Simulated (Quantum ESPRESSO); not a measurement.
# Cu2O (Cuprite): parallel and opposed starts

Wanted: the moments of Cu2O (Cuprite) and the energy of each order that was tried.

Calculated with Quantum ESPRESSO 7.5; PBEsol with U = 6 eV on Cu d (ortho-atomic projectors); plane waves with GBRV 1.5 PBEsol potentials, no spin-orbit coupling.

The database entry behind the starting cell differs from later determinations by our own check (0.1 to 0.3 % short, probably kX units), so it need not match the best structure at ambient conditions.

**1. The starting structure**

Symmetry: Pn-3m, No. 224, cubic system. The conventional cell has a = 4.260 Å, b = 4.260 Å, c = 4.260 Å, α = 90.00°, β = 90.00°, γ = 90.00°. Nearest to Cu lie 2 O at 1.84 Å. Nearest to O lie 4 Cu at 1.84 Å. Farther neighbours and most contacts between anions are not listed.

The cell comes from the Crystallography Open Database.

**2. Run 1 (ferro ++++)**

The signs are those of the starting moments on the seeded atoms, the atoms that are given a moment.

pw.in

```
&CONTROL
  calculation = 'scf'
  prefix = 'pwscf'
  outdir = './tmp'
  pseudo_dir = './pseudo'
  disk_io = 'nowf'
/
&SYSTEM
  ibrav = 0
  nat = 6
  ntyp = 2
  ecutwfc = 40
  ecutrho = 280
  nbnd = 58
  occupations = 'smearing'
  smearing = 'fd'
  degauss = 0.00367493
  nspin = 2
  starting_magnetization(1) = 0.0526
  starting_magnetization(2) = 0
/
&ELECTRONS
  conv_thr = 1.2d-08
  electron_maxstep = 150
  mixing_beta = 0.3
/
ATOMIC_SPECIES
Cu     63.5460 cu_pbesol_v1.2.uspp.F.UPF
O      15.9990 o_pbesol_v1.2.uspp.F.UPF
CELL_PARAMETERS angstrom
   4.2600000000    0.0000000000    0.0000000000
   0.0000000000    4.2600000000    0.0000000000
   0.0000000000    0.0000000000    4.2600000000
ATOMIC_POSITIONS crystal
Cu      0.2500000000    0.2500000000    0.2500000000
Cu      0.2500000000    0.7500000000    0.7500000000
Cu      0.7500000000    0.7500000000    0.2500000000
Cu      0.7500000000    0.2500000000    0.7500000000
O       0.0000000000    0.0000000000    0.0000000000
O       0.5000000000    0.5000000000    0.5000000000
K_POINTS automatic
6 6 6 0 0 0
HUBBARD {ortho-atomic}
U Cu-3d 6.0000
```

The run is started by

```console
$ OMP_NUM_THREADS=1 mpirun -n 4 pw.x -nk 4 -in pw.in > pw.out
```

Output:

```text
Program PWSCF v.7.5 starts

     Message from routine setup:
     using ibrav=0 with symmetry is DISCOURAGED, use correct ibrav instead

     K-points division:     npool     =       4
     Subspace diagonalization in iterative solution of the eigenvalue problem:

     G-vector sticks info
     --------------------
     sticks:   dense  smooth     PW     G-vecs:    dense   smooth      PW
     Sum        1449     829    249                41347    17845    2969

     Using Slab Decomposition

     bravais-lattice index     =            0
     lattice parameter (alat)  =       8.0502  a.u.
     unit-cell volume          =     521.7055 (a.u.)^3
     number of atoms/cell      =            6
     number of atomic types    =            2
     number of electrons       =        88.00
     number of Kohn-Sham states=           58
     kinetic-energy cutoff     =      40.0000  Ry
     charge density cutoff     =     280.0000  Ry
     scf convergence threshold =      1.2E-08
     mixing beta               =       0.3000
     number of iterations used =            8  plain     mixing
     Exchange-correlation= SLA  PW   PSX  PSC
                           (   1   4  10   8   0   0   0)
     Hubbard projectors: ortho-atomic
     Hubbard parameters of DFT+U (Dudarev formulation) in eV:
     U(Cu-3d) =  6.0000

     Internal variables: lda_plus_u =T, lda_plus_u_kind = 0

     Internal variables: orbital_resolved =F, hub_pot_fix =F, apply_U = F

     celldm(1)=   8.050233  celldm(2)=   0.000000  celldm(3)=   0.000000
     celldm(4)=   0.000000  celldm(5)=   0.000000  celldm(6)=   0.000000

     crystal axes: (cart. coord. in units of alat)
               a(1) = (   1.000000   0.000000   0.000000 )
               a(2) = (   0.000000   1.000000   0.000000 )
               a(3) = (   0.000000   0.000000   1.000000 )

     reciprocal axes: (cart. coord. in units 2 pi/alat)
               b(1) = (  1.000000  0.000000  0.000000 )
               b(2) = (  0.000000  1.000000  0.000000 )
               b(3) = (  0.000000  0.000000  1.000000 )

     PseudoPot. # 1 for Cu read from file:
     cu_pbesol_v1.2.uspp.F.UPF
     Pseudo is Ultrasoft + core correction, Zval = 19.0
     Generated by new atomic code, or converted to UPF format
     Using radial grid of  867 points,  6 beta functions with:
                l(1) =   0
                l(2) =   0
                l(3) =   1
                l(4) =   1
                l(5) =   2
                l(6) =   2
     Q(r) pseudized with  8 coefficients,  rinner =    1.150   1.150   1.150
                                                       1.150   1.150

     PseudoPot. # 2 for O  read from file:
     o_pbesol_v1.2.uspp.F.UPF
     Pseudo is Ultrasoft + core correction, Zval =  6.0
     Generated by new atomic code, or converted to UPF format
     Using radial grid of  737 points,  5 beta functions with:
                l(1) =   0
                l(2) =   0
                l(3) =   1
                l(4) =   1
                l(5) =   2
     Q(r) pseudized with  8 coefficients,  rinner =    0.900   0.900   0.900
                                                       0.900   0.900

     atomic species   valence    mass     pseudopotential
     Cu               19.00    63.54600     Cu( 1.00)
     O                 6.00    15.99900     O ( 1.00)

     Starting magnetic structure
     atomic species   magnetization
     Cu              0.053
     O               0.000

     48 Sym. Ops., with inversion, found (24 have fractional translation)

   Cartesian axes

     site n.     atom                  positions (alat units)
         1        Cu     tau(   1) = (   0.2500000   0.2500000   0.2500000  )
         2        Cu     tau(   2) = (   0.2500000   0.7500000   0.7500000  )
         3        Cu     tau(   3) = (   0.7500000   0.7500000   0.2500000  )
         4        Cu     tau(   4) = (   0.7500000   0.2500000   0.7500000  )
         5        O      tau(   5) = (   0.0000000   0.0000000   0.0000000  )
         6        O      tau(   6) = (   0.5000000   0.5000000   0.5000000  )

     number of k points=    20  Fermi-Dirac smearing, width (Ry)=  0.0037
                       cart. coord. in units 2pi/alat
        k(    1) = (   0.0000000   0.0000000   0.0000000), wk =   0.0046296
        k(    2) = (   0.0000000   0.0000000   0.1666667), wk =   0.0277778
        k(    3) = (   0.0000000   0.0000000   0.3333333), wk =   0.0277778
        k(    4) = (   0.0000000   0.0000000  -0.5000000), wk =   0.0138889
        k(    5) = (   0.0000000   0.1666667   0.1666667), wk =   0.0555556
        [... 15 further k-points ...]

     Dense  grid:    41347 G-vectors     FFT dimensions: (  48,  48,  48)

     Smooth grid:    17845 G-vectors     FFT dimensions: (  36,  36,  36)

     Check: negative core charge=   -0.000002
     Generating pointlists ...
     new r_m :   0.1786 (alat units)  1.4379 (a.u.) for type    1
     new r_m :   0.1786 (alat units)  1.4379 (a.u.) for type    2

     Initial potential from superposition of free atoms

     starting charge      84.0000, renormalised to      88.0000

     STARTING HUBBARD OCCUPATIONS:

     =================== HUBBARD OCCUPATIONS ===================
     ------------------------ ATOM    1 ------------------------
     Tr[ns(  1)] (up, down, total) =   5.00000  3.00000  8.00000
     Atomic magnetic moment for atom   1 =   2.00000
     [... lines left out ...]
     ------------------------ ATOM    2 ------------------------
     Tr[ns(  2)] (up, down, total) =   5.00000  3.00000  8.00000
     Atomic magnetic moment for atom   2 =   2.00000
     [... lines left out ...]
     ------------------------ ATOM    3 ------------------------
     Tr[ns(  3)] (up, down, total) =   5.00000  3.00000  8.00000
     Atomic magnetic moment for atom   3 =   2.00000
     [... lines left out ...]
     ------------------------ ATOM    4 ------------------------
     Tr[ns(  4)] (up, down, total) =   5.00000  3.00000  8.00000
     Atomic magnetic moment for atom   4 =   2.00000
     [... lines left out ...]
     Number of occupied Hubbard levels =   32.0000

     Atomic wfc used for Hubbard projectors are orthogonalized

     Starting wfcs are   60 randomized atomic wfcs

     Self-consistent Calculation

     iteration #  1     ecut=    40.00 Ry     beta= 0.30
     Davidson diagonalization with overlap
     ethr =  1.00E-02,  avg # of iterations =  4.1

     =================== HUBBARD OCCUPATIONS ===================
     ------------------------ ATOM    1 ------------------------
     Tr[ns(  1)] (up, down, total) =   4.59543  3.53240  8.12783
     Atomic magnetic moment for atom   1 =   1.06304
     [... lines left out ...]
     ------------------------ ATOM    2 ------------------------
     Tr[ns(  2)] (up, down, total) =   4.59543  3.53240  8.12783
     Atomic magnetic moment for atom   2 =   1.06304
     [... lines left out ...]
     ------------------------ ATOM    3 ------------------------
     Tr[ns(  3)] (up, down, total) =   4.59543  3.53240  8.12783
     Atomic magnetic moment for atom   3 =   1.06304
     [... lines left out ...]
     ------------------------ ATOM    4 ------------------------
     Tr[ns(  4)] (up, down, total) =   4.59543  3.53240  8.12783
     Atomic magnetic moment for atom   4 =   1.06304
     [... lines left out ...]
     Number of occupied Hubbard levels =   32.5113

     total energy              =   -1673.36959752 Ry
     estimated scf accuracy    <      13.37865752 Ry

     total magnetization       =     4.09 Bohr mag/cell
     absolute magnetization    =     4.66 Bohr mag/cell

     iteration #  2     ecut=    40.00 Ry     beta= 0.30
     Davidson diagonalization with overlap
     ethr =  1.00E-02,  avg # of iterations =  2.8

     total energy              =   -1677.53195143 Ry
     estimated scf accuracy    <       4.25741391 Ry

     total magnetization       =     0.01 Bohr mag/cell
     absolute magnetization    =     0.89 Bohr mag/cell

     iteration #  3     ecut=    40.00 Ry     beta= 0.30
     Davidson diagonalization with overlap
     ethr =  4.84E-03,  avg # of iterations =  1.1

     total energy              =   -1677.75325820 Ry
     estimated scf accuracy    <       0.75086550 Ry

     total magnetization       =     0.17 Bohr mag/cell
     absolute magnetization    =     1.34 Bohr mag/cell

     [... further iterations left out ...]

     iteration # 12     ecut=    40.00 Ry     beta= 0.30
     Davidson diagonalization with overlap
     ethr =  1.82E-07,  avg # of iterations =  2.0

     total energy              =   -1677.94100946 Ry
     estimated scf accuracy    <       0.00000334 Ry

     total magnetization       =    -0.00 Bohr mag/cell
     absolute magnetization    =     0.01 Bohr mag/cell

     iteration # 13     ecut=    40.00 Ry     beta= 0.30
     Davidson diagonalization with overlap
     ethr =  3.80E-09,  avg # of iterations =  2.6

     total energy              =   -1677.94101263 Ry
     estimated scf accuracy    <       0.00000071 Ry

     total magnetization       =     0.00 Bohr mag/cell
     absolute magnetization    =     0.00 Bohr mag/cell

     iteration # 14     ecut=    40.00 Ry     beta= 0.30
     Davidson diagonalization with overlap
     ethr =  8.06E-10,  avg # of iterations =  1.4

     total energy              =   -1677.94101256 Ry
     estimated scf accuracy    <       0.00000041 Ry

     total magnetization       =     0.00 Bohr mag/cell
     absolute magnetization    =     0.00 Bohr mag/cell

     iteration # 15     ecut=    40.00 Ry     beta= 0.30
     Davidson diagonalization with overlap
     ethr =  4.63E-10,  avg # of iterations =  2.0

     Magnetic moment per site  (integrated on atomic sphere of radius R)
     atom   1 (R=0.179)  charge= 16.2822  magn=  0.0000
     atom   2 (R=0.179)  charge= 16.2822  magn=  0.0000
     atom   3 (R=0.179)  charge= 16.2822  magn=  0.0000
     atom   4 (R=0.179)  charge= 16.2822  magn=  0.0000
     atom   5 (R=0.179)  charge=  5.1106  magn=  0.0000
     atom   6 (R=0.179)  charge=  5.1106  magn=  0.0000

     End of self-consistent calculation

     =================== HUBBARD OCCUPATIONS ===================
     ------------------------ ATOM    1 ------------------------
     Tr[ns(  1)] (up, down, total) =   4.75511  4.75510  9.51021
     Atomic magnetic moment for atom   1 =   0.00001
     [... lines left out ...]
     ------------------------ ATOM    2 ------------------------
     Tr[ns(  2)] (up, down, total) =   4.75511  4.75510  9.51021
     Atomic magnetic moment for atom   2 =   0.00001
     [... lines left out ...]
     ------------------------ ATOM    3 ------------------------
     Tr[ns(  3)] (up, down, total) =   4.75511  4.75510  9.51021
     Atomic magnetic moment for atom   3 =   0.00001
     [... lines left out ...]
     ------------------------ ATOM    4 ------------------------
     Tr[ns(  4)] (up, down, total) =   4.75511  4.75510  9.51021
     Atomic magnetic moment for atom   4 =   0.00001
     [... lines left out ...]
     Number of occupied Hubbard levels =   38.0408

     [... lines left out ...]
     the Fermi energy is    10.1184 ev

!    total energy              =   -1677.94101265 Ry
     estimated scf accuracy    <          4.8E-09 Ry
     smearing contrib. (-TS)   =      -0.00000035 Ry
     internal energy E=F+TS    =   -1677.94101230 Ry

     The total energy is F=E-TS. E is the sum of the following terms:
     one-electron contribution =   -1305.86978020 Ry
     hartree contribution      =     696.29732865 Ry
     xc contribution           =    -168.38045387 Ry
     ewald contribution        =    -900.37744048 Ry
     Hubbard energy            =       0.38933360 Ry

     total magnetization       =     0.00 Bohr mag/cell
     absolute magnetization    =     0.00 Bohr mag/cell

     convergence has been achieved in  15 iterations

=------------------------------------------------------------------------------=
   JOB DONE.
=------------------------------------------------------------------------------=
```

It took 29 s on 4 MPI ranks of Intel Xeon Platinum 8375C at 2.90GHz (Ice Lake), shared host; peak memory 0.56 GiB.

The spin moment in the atom's sphere vanishes on all atoms.

Read from the output:

| Property | Result |
| --- | --- |
| smearing term TS | 4.77e-6 eV |
| magnetization | 0 μB |
| absolute magnetization | 0 μB |
| final state | non-magnetic |

Valence density in the ac plane at fractional y = 0.250, with atoms of Cu within 0.2 Å of it. It is the smooth field of the valence electrons, not physical close to the nuclei.

Ten steps, logarithmic in the rise over the least value, from '_' (0 e/Å³) to '@' (61 e/Å³), each cell a mean:
```
__________________........__
________________..--++++::..
________________::**@@%%++..
________________--##@@@@++..
________________::++##**--..
________________..::--::..__
____________________________
____........________________
__..--++++::..______________
__::**@@%%++..______________
__--##@@@@++..______________
__::++##**--..______________
__..::--::..________________
____________________________
```
Columns run along a (4.3 Å), rows up along c (4.3 Å). Atoms in or near the plane, at fractional coordinates: Cu at (0.25, 0.25), Cu at (0.75, 0.75).

[end of part 1 of 2]

[Logs and program files are shortened in this print: banners, set-up blocks, solver, clock and traceback lines can be left out without a mark of their own.]

[Logs are printed without paths, hosts, clocks, repeated set-up lines and the standing remarks that a program may print on its own settings, such as how far it seeks lower states.]

[Hosts, paths, dates, database ids (printed as entryN), source tags and the programs' standing remarks are cut or masked in the printed files.]

[Where a cell is said to come from a database of computed structures, the database is the Materials Project.]
